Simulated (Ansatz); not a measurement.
An input for Ansatz 0.2.0 (NbTe2 (P-3m1)):

```yaml
crystal:
  lattice:
    - [-2.63076537, 1.0e-08, -2.63076539]
    - [2.63076537, -2.63076539, 1.0e-08]
    - [-4.12705361, -4.12705355, 4.12705355]
  atoms:
    - { symbol: Nb, position: [0.0, 0.0, 0.0] }
    - { symbol: Te, position: [0.66666667, 0.33333333, 0.74563223] }
    - { symbol: Te, position: [0.33333333, 0.66666667, 0.25436777] }
kpoints:
  mp_grid: { grid: [12, 12, 4] }
  band_path:
    path:
      - [[0.0, 0.0, 0.0], [0.5, 0.0, 0.0], [0.33333333, 0.33333333, 0.0], [0.0, 0.0, 0.0], [0.0, 0.0, 0.5], [0.5, 0.0, 0.5], [0.33333333, 0.33333333, 0.5], [0.0, 0.0, 0.5]]
      - [[0.5, 0.0, 0.5], [0.5, 0.0, 0.0]]
      - [[0.33333333, 0.33333333, 0.5], [0.33333333, 0.33333333, 0.0]]
    npoints: 10
hamiltonian:
  xc: lda
  pseudopotentials: { kind: paw, source: ansatz }
scf:
  occupations: { method: gaussian, width: 0.08 }
  n_extra_bands: 19
  max_iter: 150
output:
  eigenvalues: true
  forces: true
  stress: true
  fatbands: true
```

```sh
ansatz run input.yaml --threads 4 --pin off --max-ram 9216MiB --backend cpu --events-out ev --progress --plain --runs-dir out
```

Question: Estimate wall time and host memory on 4 threads of Arm Neoverse V1, shared host.

It took 16 s; on shared hardware allow 8.2 s to 33 s. Peak host memory was 0.73 GiB. The sizes that set the cost: 3631 plane waves a state, 69 irreducible k points and 8 SCF cycles.

[Paths, hosts, dates, memory and timing lines, banners, echoed tables and standing remarks are left out of the program output.]

[Logs are printed without paths, hosts, clocks, repeated set-up lines and the standing remarks that a program may print on its own settings, such as how far it seeks lower states.]

[Runs of the session that timed out or met a known fault of the program may be left out.]

[Hosts, paths, dates, database ids (printed as entryN), source tags and the programs' standing remarks are cut or masked in the printed files.]
